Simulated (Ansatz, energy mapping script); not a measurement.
# VOF2 monolayer: exchange couplings from total energies (0.5 holes a magnetic atom), part 2 of 2

Aim: the exchange couplings of VOF2 monolayer from the energies of a few collinear orders, and the ordering temperature that they give.

LDA with U = 1.92 eV on V d, ortho-atomic projectors; plane waves, U on orthogonalised atomic orbitals unless named otherwise, collinear spin, no spin–orbit coupling.

So far. Step 8 (Compensated +− start in cell C (8 atoms)): The run ends antiferromagnetic, 16.21 meV a magnetic atom above the parallel order of its cell (energies taken at zero occupation width, not the printed F). Step 9 (Order 7: parallel, cell D of 12 atoms): The run ends ferromagnetic. For each magnetic atom its energy differs from the parallel run of the first cell by 0.01 meV, an error that one common reference would have brought in.

## 10. Order 8: uncompensated ++−, cell D of 12 atoms

Reversing part of the moments probes the couplings between the two sets.

Contents of input.yaml:

```yaml
crystal:
  lattice:
    - [3.085137, 3.731866, 0.0]
    - [0.0, 11.195598, 0.0]
    - [0.0, 0.0, 17.495121]
  atoms:
    - { symbol: V, position: [0.480221, 0.996214333, 0.5], spin: 2.0 }
    - { symbol: V, position: [0.480221, 0.329547667, 0.5], spin: 2.0 }
    - { symbol: V, position: [0.480221, 0.662881, 0.5], spin: -2.0 }
    - { symbol: O, position: [0.480221, 0.846008667, 0.5] }
    - { symbol: O, position: [0.480221, 0.179342, 0.5] }
    - { symbol: O, position: [0.480221, 0.512675333, 0.5] }
    - { symbol: F, position: [0.980221, 0.847502667, 0.428691] }
    - { symbol: F, position: [0.980221, 0.180836, 0.428691] }
    - { symbol: F, position: [0.980221, 0.514169333, 0.428691] }
    - { symbol: F, position: [0.980221, 0.847502667, 0.571309] }
    - { symbol: F, position: [0.980221, 0.180836, 0.571309] }
    - { symbol: F, position: [0.980221, 0.514169333, 0.571309] }
magnetization:
  spin_polarized: true
total_charge: 1.5
kpoints:
  mp_grid: { grid: [11, 5, 1] }
hamiltonian:
  xc: lda
  hubbard:
    sites:
      - { species: V, l: d, u_eff: 1.92 }
      - { site: 0, l: d, u_eff: 1.92, starting_ns: [{ spin: up, occupation_matrix: v1_major }, { spin: down, occupation_matrix: v1_minor }] }
      - { site: 1, l: d, u_eff: 1.92, starting_ns: [{ spin: up, occupation_matrix: v1_major }, { spin: down, occupation_matrix: v1_minor }] }
      - { site: 2, l: d, u_eff: 1.92, starting_ns: [{ spin: up, occupation_matrix: v1_minor }, { spin: down, occupation_matrix: v1_major }] }
    projectors: ortho-atomic
    occupation_matrices:
      v1_major:
        matrix:
          - [0.53, 0.0, 0.0, -0.095, 0.0]
          - [0.0, 0.263, 0.0, 0.0, 0.0]
          - [0.0, 0.0, 0.321, 0.0, 0.0]
          - [-0.095, 0.0, 0.0, 0.411, 0.0]
          - [0.0, 0.0, 0.0, 0.0, 0.339]
      v1_minor:
        matrix:
          - [0.132, 0.0, 0.0, 0.088, 0.0]
          - [0.0, 0.24, 0.0, 0.0, 0.0]
          - [0.0, 0.0, 0.258, 0.0, 0.0]
          - [0.088, 0.0, 0.0, 0.291, 0.0]
          - [0.0, 0.0, 0.0, 0.0, 0.27]
scf:
  occupations: { method: fermi_dirac, width: 0.07 }
output:
  eigenvalues: true
```

Command:

```console
$ ansatz run input.yaml --threads 4 --pin off --max-ram 8192MiB --backend cpu --events-out ev --progress --plain --runs-dir out
```

Wall time 5.5 min (4 threads of Arm Neoverse V1, shared host); peak memory 3.7 GiB.

The run was stopped unfinished when the time set aside for it ran out, so what it printed is not taken as a result.

## 11. The fit

Each energy difference is a sum of couplings weighted by the pairs that the order reverses. A few near shells are fitted to the differences by least squares. Energies are those extrapolated to zero occupation width, not the free energies F.

The orders side by side; each is measured from the parallel order in the same cell and on the same mesh:

| order | atoms | energy (meV a magnetic atom) | moments (μB) | moments kept as typed | opposed neighbours at 3.08, 3.73 Å |
| --- | --- | --- | --- | --- | --- |
| parallel in cell A | 8 | 0.00 | 0.47 | yes | 0, 0 |
| compensated +− in cell A | 8 | 15.56 | 0.43 | yes | 2, 0 |
| parallel in cell B | 8 | 0.00 | 0.47 | yes | 0, 0 |
| compensated +− in cell B | 8 | 2.65 | 0.45 | yes | 0, 2 |
| parallel in cell C | 8 | 0.00 | 0.47 | yes | 0, 0 |
| compensated +− in cell C | 8 | 16.21 | 0.43 | yes | 2, 2 |
| parallel in cell D | 12 | 0.00 | 0.47 | yes | 0, 0 |

The Heisenberg fit (each pair counts twice, positive J is ferromagnetic):

| pair | distance (Å) | neighbours | J (meV) |
| --- | --- | --- | --- |
| V–V | 3.08 | 2 | 3.72 |
| V–V | 3.73 | 2 | 0.497 |

Adding the shell at 4.84 Å gives 3.6, 0.41 and 0.13 meV and a mean-field temperature of 66.6 K, an exact solve that tests nothing.

The script's first fit took in one more shell; these couplings, and the temperatures drawn from them, were computed anew from the same energies.

Limits of this fit: couplings between layers, chains or clusters are absent from the fit or under 2 % of the largest, so temperatures below mark short-range order; 1 of the orders did not finish or lost their signs.

In mean field these couplings order at 65.3 K.

## 12. Finite temperature

Mean field ignores fluctuations and overstates the ordering temperature, so the model is also sampled. The heat capacity peaks where order sets in.

Classical unit spins with these couplings on 14×22×1 copies of a cell that holds the lowest order (616 spins), heat-bath sweeps, cooled from random directions, 300 sweeps to settle and 900 measured at each temperature.

| T (K) | heat capacity (k_B a spin) |
| --- | --- |
| 7.83 | 1.02 |
| 14.6 | 1.07 |
| 21.3 | 1.47 |
| 28.0 | 1.29 |
| 34.8 | 1.12 |
| 41.5 | 0.78 |
| 44.9 | 0.72 |
| 51.6 | 0.58 |
| 58.3 | 0.56 |
| 65.1 | 0.44 |
| 71.8 | 0.38 |

The smoothed heat capacity has a broad peak at 22.1 K. An isotropic layer has no long-range order above 0 K, so no order parameter is shown.

## 13. Comparison

The first set of orders, under LDA+U (1.92 eV), undoped, took 25 min of CPU time summed over its finished orders (seed run apart), these 46 min.

The two sets resolve different shells, so couplings and temperatures are not set side by side. The lowest order is parallel here and parallel in the first set.

## 14. What came out

| Quantity | Value |
| --- | --- |
| lowest order tried | parallel |
| largest fitted value, V–V at 3.08 Å | 3.72 meV |
| ordering temperature, mean field | 65.3 K |
| heat-capacity peak, Monte Carlo | 22.1 K |

**Reading.** Of the orders tried, VOF2 monolayer (0.5 holes a magnetic atom) prefers parallel moments under LDA+U (1.92 eV). Orders that were not tried, spirals among them, may lie lower. The largest fitted coupling is the V–V pair at 3.08 Å, ferromagnetic at 3.7 meV, across a ligand at about 101°. The orders also reverse pairs at 4.84 Å, which are not fitted, so the fitted values hold their part too. No fitted order reverses the pairs at 6.17 Å, so their coupling is unknown and is set to zero in the model. With 3 differences for 2 couplings the fit misses by 0.67 meV at most, a small part of the spread. Taking in the shell at 4.84 Å as well gives 3.6, 0.41 and 0.13 meV and a mean-field temperature of 66.6 K. The shorter fit, which has an equation to spare, is the one used. In the fitted orders moments change by up to 7.6 % against the parallel run of the same cell, so the mapping is rough. Every order is gapless on its mesh at this level. In a metal exchange reaches farther, and a short model of fixed moments is less apt; where the compound is in fact an insulator, these couplings come from a wrongly metallic state. The fitted couplings above 2 % of the largest link the moments within layers only, where isotropic couplings give no order above 0 K. The peak at 22.1 K marks where short-range order sets in on this finite lattice; real ordering needs anisotropy. Doping by a uniform background in a small cell leaves no room for polarons or dopant disorder, and added carriers make exchange long-ranged, which a few shells describe poorly.

[Logs and program files are shortened in this print: banners, set-up blocks, solver, clock and traceback lines can be left out without a mark of their own.]

[Logs are printed without paths, hosts, clocks, repeated set-up lines and the standing remarks that a program may print on its own settings, such as how far it seeks lower states.]

[Hosts, paths, dates, database ids (printed as entryN), source tags and the programs' standing remarks are cut or masked in the printed files.]

[Where a cell is said to come from a database of computed structures, the database is the Materials Project.]
